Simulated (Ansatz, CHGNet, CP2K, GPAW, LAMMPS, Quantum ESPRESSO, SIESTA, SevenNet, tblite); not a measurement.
## Running glassy 40SiO2-28Al2O3-16Li2O-16SrO (mol %) (85 atoms) with GPAW

How do the settings of GPAW change the result for glassy 40SiO2-28Al2O3-16Li2O-16SrO (mol %) (85 atoms)? A plane-wave run serves as the yardstick.

Calculated with GPAW 26.7.0; the method is named at each step.

### 1. Starting point

The cell holds 85 atoms: 10 Si, 14 Al, 8 Li, 4 Sr and 49 O. Cell: a = 10.152 Å, b = 10.152 Å, c = 10.152 Å, α = 90.0°, β = 90.0°, γ = 90.0°. 85 atoms (10 Si, 14 Al, 8 Li, 4 Sr, 49 O) placed at random at 2.93 g/cm³, melted at 4000 K for 10 ps at fixed volume with the Morse and Coulomb pair potential with partial charges (Pedone, Malavasi, Menziani, Cormack and Segre, J. Phys. Chem. B 110, 11780 (2006)). Quenched from 4000 K to 300 K at 6 K/ps and fixed volume, held 5 ps, then minimised at fixed cell.

The yardstick, on the same geometry:

```
method                                           : Kohn-Sham DFT, PBE, PAW, plane waves (Ansatz 0.2.0); cutoff 420 eV, Γ point, fermi-dirac smearing of 0.05 eV; PAW set soft_2
r.m.s. force component                           : 0.7358 eV/Å
longest force                                    : 2.917 eV/Å
pressure                                         : 4.29 GPa
gap (highest filled to lowest empty level) : 3.667 eV
SCF cycles                                       : 9
time                                             : 5.9 s on 8 threads of Arm Neoverse V2, shared host
CPU time                                         : 41 s
```

### 2. PBE, LCAO dzp, h 0.18 Å

Method: Kohn-Sham DFT, PBE, PAW, atomic orbitals (dzp).

Input file run.py:

```python
import numpy as np
from ase.io import read
from gpaw import GPAW, FermiDirac

atoms = read("structure.xyz")
atoms.calc = GPAW(
    mode="lcao",
    basis="dzp",
    h=0.18,
    xc="PBE",
    kpts={"size": (1, 1, 1), "gamma": True},
    occupations=FermiDirac(0.05),
    maxiter=200,
    symmetry={"point_group": False},
    txt="gpaw.txt",
)
energy = atoms.get_potential_energy(force_consistent=True)
forces = atoms.get_forces()
print(f"energy {energy:.6f} eV")
print("forces (eV/A)")
for i, (a, f) in enumerate(zip(atoms, forces)):
    print(f"{i:4d} {a.symbol:2s} {f[0]:10.5f} {f[1]:10.5f} {f[2]:10.5f}")
print(f"Fermi level {atoms.calc.get_fermi_level():.4f} eV")
for k in range(len(atoms.calc.get_ibz_k_points())):
    for s in range(atoms.calc.get_number_of_spins()):
        e = atoms.calc.get_eigenvalues(kpt=k, spin=s)
        n = np.searchsorted(e, atoms.calc.get_fermi_level())
        print(f"k {k} spin {s} levels about the Fermi level:", np.round(e[max(n - 6, 0):n], 4).tolist(), "|", np.round(e[n:n + 6], 4).tolist())
```

Input file structure.xyz:

```xyz
85
Lattice="10.15170 0.00000 0.00000 0.00000 10.15170 0.00000 0.00000 0.00000 10.15170" Properties=species:S:1:pos:R:3 pbc="T T T"
Si 7.68545 3.29270 7.52860
Si 1.20562 2.93547 6.73068
Si 1.94263 4.67283 1.59026
Si 2.74411 1.22765 8.85137
Si 9.21632 2.13145 2.56635
Si 0.87863 7.43856 8.61930
Si 10.15119 8.09060 2.92247
Si 7.20882 6.08919 6.74885
Si 5.00946 3.45117 9.31500
Si 6.00422 6.84214 2.58635
Al 9.57305 4.74612 9.61792
Al 3.08074 4.13712 4.56380
Al 6.96457 6.42988 9.93222
Al 4.78318 1.68346 3.87815
Al 6.50125 1.59605 1.14075
Al 8.59585 5.26345 2.19003
Al 5.74698 9.57762 5.93458
Al 4.47243 6.77372 5.19534
Al 2.27611 1.76193 1.82568
Al 3.78070 6.43486 9.83649
Al 9.53214 8.32054 6.09985
Al 7.40648 9.74898 3.22164
Al 8.79797 1.18734 5.59511
Al 6.04077 9.06171 9.25855
Li 2.45752 5.69114 7.24730
Li 2.66797 6.89605 2.89060
Li 9.09724 8.16582 0.53784
Li 1.11760 9.66614 0.89680
Li 4.66745 4.04474 1.96019
Li 3.75877 8.35099 7.80818
Li 5.56729 1.43880 7.29501
Li 6.25304 4.56867 4.47081
Sr 2.28880 9.98694 5.54699
Sr 9.09552 0.58230 8.92284
Sr 4.02627 9.24180 1.58803
Sr 10.03140 5.28924 5.02205
O 7.12822 9.46473 4.89982
O 2.80725 5.95661 1.14755
O 4.63466 6.76235 3.42529
O 7.16202 5.85550 3.12297
O 9.48768 9.99496 6.39821
O 8.66265 1.26947 3.83785
O 8.16694 5.31827 0.51337
O 0.01259 8.07629 4.49720
O 6.23071 3.28326 8.24572
O 2.39925 0.88228 0.26628
O 3.25575 5.61267 5.46243
O 1.51281 1.97268 8.01862
O 0.63489 4.45254 0.72158
O 4.40594 8.39292 5.71632
O 5.67226 3.04104 0.60464
O 8.81878 3.44772 8.65595
O 0.59702 1.78132 2.27165
O 8.98537 3.71430 2.86745
O 8.33485 7.09898 6.34187
O 2.40047 6.92417 8.79838
[... 25 atom lines left out ...]
O 5.94473 6.15010 5.81073
O 5.98697 0.34028 0.10081
O 2.41712 2.90785 5.61968
O 3.08277 10.13759 8.00248
```

The run is started by

```console
> OMP_NUM_THREADS=1 python run.py > output.txt
```

Log:

```text
energy -568.788862 eV
forces (eV/A)
   0 Si    0.26282    1.33994    0.94155
   1 Si    0.90368   -0.37549   -0.58920
   2 Si   -0.14524   -0.60009    0.38415
   3 Si   -0.34529    1.54467   -0.09487
   4 Si   -0.14798    0.37731   -0.32611
   5 Si   -0.99056   -0.11136    1.60925
   6 Si   -0.71718   -0.27902   -0.49016
   7 Si   -0.05722   -0.59875    1.24586
   8 Si    0.23848   -0.72873    0.67441
   9 Si    1.32864    0.42472   -0.04532
  10 Al    0.34654    0.18354   -0.04890
  11 Al   -0.32246   -0.55645   -0.60405
  12 Al    0.30436    0.48934    0.49511
  13 Al    0.16779    0.48119   -0.37174
  14 Al   -0.00761    0.33853    0.01060
  15 Al   -0.35883    0.68672   -0.16764
  16 Al    0.19268   -0.87134   -1.10810
  17 Al    0.80643    0.03905   -0.35638
  18 Al   -0.44937    1.41913    0.05910
  19 Al   -0.04662   -0.20306    0.91081
  20 Al   -0.80741   -0.16001    0.01553
  21 Al    0.33323    0.06607   -0.32859
  22 Al    0.41716    0.53724   -0.62037
  23 Al    0.54164   -0.51039    0.24218
[...]
77 O    -1.03672   -0.59126    0.90806
  78 O    -1.13606   -1.80411   -0.12045
  79 O    -1.23850   -0.11793    0.15155
  80 O     0.47873   -1.46115   -0.10174
  81 O    -0.78372   -0.91521   -1.36198
  82 O    -0.52659   -0.28234   -0.24432
  83 O     1.23294   -1.38282   -0.59113
  84 O     0.84044   -3.10267   -2.25994
Fermi level 4.5523 eV
k 0 spin 0 levels about the Fermi level: [2.9048, 2.9222, 2.9508, 3.0078, 3.2291, 3.3038] | [6.8718, 8.036, 8.4162, 8.4684, 8.5917, 8.6329]
```

gpaw.txt:

```text
Input parameters:
  mode=LCAO(),
  basis={'default': 'dzp'},
  h=0.18,
  kpts=MonkhorstPack(size=(1, 1, 1), gamma=True),
  maxiter=200,
  occupations=Occupations(name='fermi-dirac', width=0.05, fixmagmom=False),
  symmetry=Symmetry(point_group=False),
  xc=XC(name='PBE')
Unit cell  # Å
| periodic |         x |         y |         z |   lengths |    angles |
|----------|-----------|-----------|-----------|-----------|-----------|
|      yes | 10.151700 |  0.000000 |  0.000000 | 10.151700 | 90.000000 |
|      yes |  0.000000 | 10.151700 |  0.000000 | 10.151700 | 90.000000 |
|      yes |  0.000000 |  0.000000 | 10.151700 | 10.151700 | 90.000000 |
Number of symmetries: 1
Symmetry operations  # r_c * U_cc + t_c -> r_c
|   | kind |            matrix            |
|---|------|------------------------------|
| 0 |  E   |  1, 0, 0,  0, 1, 0,  0, 0, 1 |
BZ-sampling:
  Number of BZ points: 1
  Number of IBZ points: 1
  Monkhorst-Pack size: [1, 1, 1]
  Monkhorst-Pack shift: [0, 0, 0]
[... lines left out ...]
Reference energy: -618922.513560  # eV
eigensolver:
density mixing:
  MSR1-Mixer
occupation numbers:
  Fermi-Dirac:
    width: 0.0500  # eV
FastPoissonSolver using
    Stencil: 6*3+1=19 point O(h^6) finite-difference Laplacian
xc functional:
  name: PBE with 2 nearest neighbor stencil
interpolation: tri-quintic # 5. degree polynomial
Initialization done in: 9.942 s
convergence criteria:
- Maximum [total energy] change in last 3 cyles: 0.0005 eV / valence electron
- Maximum integral of absolute [dens]ity change: 0.0001 electrons / valence electron
- Maximum integral of absolute [eigenst]ate change: 4e-08 eV^2 / valence electron
maximum number of iterations: 200
SCF iterations
|iter     |      energy | eigst |  dens |
|---------|-------------|-------|-------|
|iter:   1| -620.403407 |      c|       |
|iter:   2| -606.808783 |      c| -0.77 |
|iter:   3| -568.085179 |      c| -0.82 |
|iter:   4| -568.540057 |      c| -1.42 |
|iter:   5| -568.814177 |      c| -1.70 |
|iter:   6| -568.789518 |      c| -2.45 |
|iter:   7| -568.788929c|      c| -3.15 |
|iter:   8| -568.788872c|      c| -3.59 |
|iter:   9| -568.788862c|      c| -4.00c|
Converged in 9 steps
SCF loop duration: 160.711 s (17.857 s/step)
Energy contributions relative to reference atoms: (reference = -618922.513560)
Energy contributions:
  Kinetic:         753.858966
  Coulomb:        -659.692913
  Zero:              8.473322
  External:          0.000000
  Xc:             -671.428236
  Entropy:          -0.000000
  Spinorbit:         0.000000
  ----------------------------
  Free energy:    -568.788862
  Extrapolated:   -568.788862
dipole moment: (90.594210, 83.049978, 14.389920)  # |e|*Ang
Fermi level: 4.552
Eigenvalues  # (at kpt = [0.000, 0.000, 0.000])
| band index |      eig [eV] | occ [0-2] |
|------------|---------------|-----------|
|          0 |       -31.135 |     2.000 |
|        ... |               |           |
|        204 |         2.708 |     2.000 |
|        205 |         2.825 |     2.000 |
[...]
|        219 |         8.860 |     0.000 |
|        ... |               |           |
|        258 |        11.753 |     0.000 |
Gap: 3.568 eV
Transition (v -> c):
  (s=0, k=0, n=211, [0.00, 0.00, 0.00]) -> (s=0, k=0, n=212, [0.00, 0.00, 0.00])
No difference between direct/indirect transitions
Force computation time: 45.469  # s
timing:  # [seconds]
  Total:  216.153  # ━━━━━━━━━━━━━━━━━━━━━━━━━━━━━━━━━━━━━━━━━━━━━━━━━━━━━━━━
  Init:     9.941  # ━━╸
  SCF:    160.711  # ━━━━━━━━━━━━━━━━━━━━━━━━━━━━━━━━━━━━━━━━━╸
  Forces:  45.469  # ━━━━━━━━━━━━
```

Elapsed: 3.6 min, on 1 thread of Arm Neoverse V2, shared host; peak memory 1.7 GiB.

Banners, paths, timers and routine set-up lines are dropped from the logs unmarked, and long logs keep their key lines alone; longer cuts are marked.

Against the reference:

```
r.m.s. force component                           : 0.9985 eV/Å
r.m.s. difference of force components            : 293.5 meV/Å
longest difference of force vectors              : 1028 meV/Å
force difference over r.m.s. force               : 39.89 %
slope of forces against the reference's          : 1.341
correlation of force components                  : 0.9883
gap (highest filled to lowest empty level) : 3.568 eV
gap difference                                   : -0.0986 eV
```

This run lies far from the reference in forces at the same functional. Basis and potentials both differ; the latter hold 424 valence electrons against the reference's 440.

Length of the force difference by element (eV/Å):

| element | atoms | mean | most |
| --- | --- | --- | --- |
| Al | 14 | 0.22 | 0.41 |
| Li | 8 | 0.14 | 0.18 |
| O | 49 | 0.61 | 1.0 |
| Si | 10 | 0.21 | 0.27 |
| Sr | 4 | 0.077 | 0.17 |

Levels nearest the highest filled one (eV from it): -0.40, -0.38, -0.35, -0.30, -0.07, 0.00, 3.57, 4.73, 5.11, 5.16, 5.29, 5.33.

The surroundings of O67, which has 2 bonded neighbours where the commonest count for O is 3, nearest first, numbered as they follow in the input and with coordinates relative to it.

| atom | x | y | z | distance (Å) | bonds | Fx | Fy | Fz (eV/Å) |
| --- | --- | --- | --- | --- | --- | --- | --- | --- |
| O67 | 0.00 | 0.00 | 0.00 | 0.00 | 2 | -2.02 | -1.18 | -1.82 |
| Si10 | 0.24 | 0.54 | 1.49 | 1.60 | 4 | 1.33 | 0.42 | -0.05 |
| Al13 | 1.20 | 0.13 | -1.32 | 1.79 | 4 | 0.30 | 0.49 | 0.50 |
| Al20 | -1.98 | 0.13 | -1.41 | 2.44 | 4 | -0.05 | -0.20 | 0.91 |
| O40 | 1.40 | -0.45 | 2.03 | 2.50 | 3 | 1.07 | -1.88 | 1.66 |
| O80 | -1.08 | 1.67 | -1.67 | 2.60 | 4 | -1.24 | -0.12 | 0.15 |
| O39 | -1.13 | 0.46 | 2.33 | 2.63 | 4 | -2.43 | -0.40 | 0.05 |
| O74 | 0.61 | 2.09 | 1.48 | 2.63 | 3 | -0.22 | 2.38 | -0.63 |
| Li29 | -1.09 | -2.26 | 0.86 | 2.65 | 3 | -0.12 | 0.06 | -0.18 |
| O43 | 2.41 | -0.98 | -0.58 | 2.66 | 3 | -0.03 | -0.56 | -0.88 |

Atoms are counted from 1 here, from 0 in the log.

Forces lie 40 % from the reference's, at 5.3 times its CPU time (on 1 against 8 cores).

The difference per atom is largest on O (0.61 eV/Å on average, against 0.22 on Al).

### 3. PBE, LCAO sz(dzp), h 0.18 Å

Method: Kohn-Sham DFT, PBE, PAW, atomic orbitals (sz(dzp)).

run.py: that of step 2 with these lines changed.

```diff
@@ -7,3 +7,3 @@
     mode="lcao",
-    basis="dzp",
+    basis="sz(dzp)",
     h=0.18,
```

structure.xyz is that of step 2.

Log:

```text
energy -466.932639 eV
forces (eV/A)
   0 Si   -0.06875    1.29098    1.10129
   1 Si    0.79897   -1.94400    0.15425
   2 Si   -1.15638   -0.09017   -0.40056
   3 Si   -0.58532    2.31756    0.84537
   4 Si    0.85625    0.61231   -0.12568
   5 Si   -0.24468   -0.21346    1.69065
[...]
82 O    -0.83071   -0.32333   -0.19570
  83 O     2.49732   -1.60710   -1.69449
  84 O     1.44278   -5.38540   -4.17988
Fermi level 6.2455 eV
k 0 spin 0 levels about the Fermi level: [4.2337, 4.252, 4.3084, 4.3217, 4.5594, 4.6538] | [7.5583, 9.1444, 9.463, 9.519, 9.6537, 9.6794]
```

gpaw.txt:

```text
Input parameters:
  mode=LCAO(),
  basis={'default': 'sz(dzp)'},
  h=0.18,
  kpts=MonkhorstPack(size=(1, 1, 1), gamma=True),
  maxiter=200,
  occupations=Occupations(name='fermi-dirac', width=0.05, fixmagmom=False),
[... lines left out ...]
  Fermi-Dirac:
[... lines left out ...]
convergence criteria:
- Maximum [total energy] change in last 3 cyles: 0.0005 eV / valence electron
[... lines left out ...]
Converged in 10 steps
[... lines left out ...]
  Free energy:    -466.932639
[... lines left out ...]
Fermi level: 6.246
[... lines left out ...]
|        ... |               |           |
|        258 |        13.392 |     0.000 |
Gap: 2.905 eV
Transition (v -> c):
  (s=0, k=0, n=211, [0.00, 0.00, 0.00]) -> (s=0, k=0, n=212, [0.00, 0.00, 0.00])
No difference between direct/indirect transitions
Force computation time: 10.476  # s
timing:  # [seconds]
  Total:  65.796  # ━━━━━━━━━━━━━━━━━━━━━━━━━━━━━━━━━━━━━━━━━━━━━━━━━━━━━━━━━
  Init:    6.957  # ━━━━━━
  SCF:    48.336  # ━━━━━━━━━━━━━━━━━━━━━━━━━━━━━━━━━━━━━━━━━━
  Forces: 10.476  # ━━━━━━━━━
```

Run time: 67 s. Hardware: 1 thread; peak memory 1.3 GiB.

Against the reference:

```yaml
r_m_s_force_component: 1.647 eV/Å
r_m_s_difference_of_force_components: 1023 meV/Å
longest_difference_of_force_vectors: 4088 meV/Å
force_difference_over_r_m_s_force: 139.1 %
slope_of_forces_against_the_reference_s: 2.038
correlation_of_force_components: 0.9105
spacing_of_highest_filled_and_lowest_empty_level: 2.905 eV
gap_difference: -0.7621 eV
```

This is a coarse setting, run to see what it loses.

Against the first run (40 %), the force difference from the reference is 139 %, at 0.31 times the CPU time, with 352 basis functions against 1105: the smaller basis costs accuracy.

### 4. PBE, LCAO szp(dzp), h 0.18 Å

Method: Kohn-Sham DFT, PBE, PAW, atomic orbitals (szp(dzp)).

run.py: that of step 3 with these lines changed.

```diff
@@ -7,3 +7,3 @@
     mode="lcao",
-    basis="sz(dzp)",
+    basis="szp(dzp)",
     h=0.18,
```

structure.xyz is that of step 3.

Log:

```text
energy -554.864071 eV
forces (eV/A)
   0 Si    0.24682    1.23062    0.99451
   1 Si    0.68234   -0.07428   -0.67344
   2 Si   -0.21254   -0.65306    0.29489
   3 Si   -0.19674    1.11428   -0.30713
   4 Si   -0.02366    0.46991   -0.39677
   5 Si   -1.11262   -0.08905    1.60857
   6 Si   -0.64372   -0.30654   -0.53776
   7 Si   -0.26347   -0.42844    1.38005
   8 Si    0.13333   -0.52231    0.68285
   9 Si    1.29694    0.37548   -0.11637
  10 Al    0.46271    0.27306   -0.07545
  11 Al   -0.44639   -0.59381   -0.48400
  12 Al    0.32398    0.40083    0.38928
  13 Al    0.20592    0.38829   -0.30529
  14 Al   -0.05365    0.29491   -0.14044
  15 Al   -0.22350    0.78326   -0.09903
  16 Al    0.39769   -0.97859   -1.09980
  17 Al    0.76990   -0.00819   -0.38398
  18 Al   -0.49005    1.55524    0.05111
  19 Al    0.02818   -0.27514    0.96024
  20 Al   -0.75940   -0.18613   -0.08704
  21 Al    0.45633   -0.00570   -0.25793
  22 Al    0.51680    0.63867   -0.61178
  23 Al    0.66424   -0.39614    0.27871
[...]
77 O    -0.95890   -0.57107    0.97994
  78 O    -1.18355   -1.86480   -0.13727
  79 O    -1.29950   -0.09817    0.13890
  80 O     0.37442   -1.61007   -0.09800
  81 O    -0.84197   -0.89702   -1.43554
  82 O    -0.50460   -0.27815   -0.15185
  83 O     1.40446   -1.40373   -0.77524
  84 O     0.72733   -2.91132   -2.22497
Fermi level 5.2204 eV
k 0 spin 0 levels about the Fermi level: [3.0984, 3.1238, 3.1461, 3.2229, 3.4458, 3.5209] | [7.083, 8.1632, 8.5501, 8.5858, 8.7045, 8.7747]
```

gpaw.txt:

```text
Input parameters:
  mode=LCAO(),
  basis={'default': 'szp(dzp)'},
  h=0.18,
  kpts=MonkhorstPack(size=(1, 1, 1), gamma=True),
  maxiter=200,
  occupations=Occupations(name='fermi-dirac', width=0.05, fixmagmom=False),
  symmetry=Symmetry(point_group=False),
  xc=XC(name='PBE')
Unit cell  # Å
| periodic |         x |         y |         z |   lengths |    angles |
[... lines left out ...]
  Fermi-Dirac:
[... lines left out ...]
convergence criteria:
- Maximum [total energy] change in last 3 cyles: 0.0005 eV / valence electron
[... lines left out ...]
Converged in 9 steps
[... lines left out ...]
  Free energy:    -554.864071
  Extrapolated:   -554.864071
dipole moment: (90.537496, 82.920179, 14.583743)  # |e|*Ang
Fermi level: 5.220
Eigenvalues  # (at kpt = [0.000, 0.000, 0.000])
| band index |      eig [eV] | occ [0-2] |
|------------|---------------|-----------|
|          0 |       -31.131 |     2.000 |
|        ... |               |           |
|        204 |         2.954 |     2.000 |
|        205 |         3.027 |     2.000 |
[...]
|        219 |         9.044 |     0.000 |
|        ... |               |           |
|        258 |        12.055 |     0.000 |
Gap: 3.562 eV
Transition (v -> c):
  (s=0, k=0, n=211, [0.00, 0.00, 0.00]) -> (s=0, k=0, n=212, [0.00, 0.00, 0.00])
No difference between direct/indirect transitions
Force computation time: 32.237  # s
timing:  # [seconds]
  Total:  159.649  # ━━━━━━━━━━━━━━━━━━━━━━━━━━━━━━━━━━━━━━━━━━━━━━━━━━━━━━━━
  Init:     8.174  # ━━━
  SCF:    119.212  # ━━━━━━━━━━━━━━━━━━━━━━━━━━━━━━━━━━━━━━━━━━
  Forces:  32.237  # ━━━━━━━━━━━╸
```

The job ended after 2.7 min (1 thread; peak memory 1.6 GiB).

Compared with the plane-wave run:

| Item | Value |
| --- | --- |
| r.m.s. force component | 1.023 eV/Å |
| r.m.s. difference of force components | 326.6 meV/Å |
| longest difference of force vectors | 1121 meV/Å |
| force difference over r.m.s. force | 44.38 % |
| slope of forces against the reference's | 1.369 |
| correlation of force components | 0.9841 |
| gap (highest filled to lowest empty level) | 3.562 eV |
| gap difference | -0.1045 eV |

This is a coarse setting, run to see what it loses.

Against the first run (40 %), the force difference from the reference is 44 %, at 0.74 times the CPU time, with 753 basis functions against 1105: the smaller basis costs accuracy.

The difference per atom is largest on O (0.67 eV/Å on average, against 0.26 on Al).

### 5. Side by side

Differences are against the plane-wave reference, forces as r.m.s. over components; share is that over the reference's r.m.s. force, slope the least-squares factor from reference forces to these. Total energies of different programs have different zeros and aren't compared.

| run | Δ force, r.m.s. (meV/Å) | share (%) | slope | Δ gap (eV) | cores | CPU time | memory (GiB) |
| --- | --- | --- | --- | --- | --- | --- | --- |
| reference | - | - | - | - | 8 | 41 s | 1.3 |
| GPAW PBE, LCAO dzp, h 0.18 Å | 294 | 39.9 | 1.341 | -0.0986 | 1 | 3.6 min | 1.7 |
| GPAW PBE, LCAO sz(dzp), h 0.18 Å (coarse) | 1023 | 139 | 2.038 | -0.762 | 1 | 67 s | 1.3 |
| GPAW PBE, LCAO szp(dzp), h 0.18 Å (coarse) | 327 | 44.4 | 1.369 | -0.104 | 1 | 2.7 min | 1.6 |

Rows marked coarse were listed beforehand as settings not expected to be converged; some can still land near the reference.

CPU time is summed over cores on a shared host, where runs went side by side, so it is rough. Symmetry, cutoffs, thresholds, outputs and thread counts weren't matched or tuned between programs; memory under MPI is the largest rank's times the ranks.

### 6. What came out

- nearest in forces: GPAW PBE, LCAO dzp, h 0.18 Å, 40 %
- its CPU time: 3.6 min

What this shows: The PBE run in local orbitals, coarse settings apart, differs by 40 % (GPAW PBE, LCAO dzp, h 0.18 Å); basis, grid and potentials can all enter. Runs with settings chosen to be coarse differ by 44 % (GPAW PBE, LCAO szp(dzp), h 0.18 Å) to 139 % (GPAW PBE, LCAO sz(dzp), h 0.18 Å), their programs' other errors included. None of the electronic-structure runs in the table takes under half the reference's CPU time of 41 s; they take 1.6 to 5.3 times as much. GPAW PBE, LCAO szp(dzp), h 0.18 Å stiffens the forces by a factor of 1.37 while following their directions (correlation 0.984); the slopes of the 3 GPAW runs lie between 1.34 and 2.04; the difference isn't even, but is largest on one element. At the same functional, gaps differ from the reference's 3.67 eV by between -0.76 and -0.10 eV. The potentials hold different valence shells: 440 electrons in the reference, 424 in GPAW; this bears on time and differences. The quench rate of 6 K/ps is many orders above laboratory rates, so the cell is likely richer in defects and strain than a real sample. The network of bonds at the start is that of the classical potential that made the cell, and needn't be the one that DFT or experiment would give. The reference's pressure of 4.3 GPa belongs to a cell and atoms that aren't relaxed at this level. The electronic-structure runs sample only Γ, in a cell whose shortest periodic width is 10 Å.

[Also dropped from logs without a mark: logging warnings of Python, and SIESTA's first energy breakdown and zero terms.]

[Logs are printed without paths, hosts, clocks, repeated set-up lines and the standing remarks that a program may print on its own settings, such as how far it seeks lower states.]

[Hosts, paths, dates, database ids (printed as entryN), source tags and the programs' standing remarks are cut or masked in the printed files.]
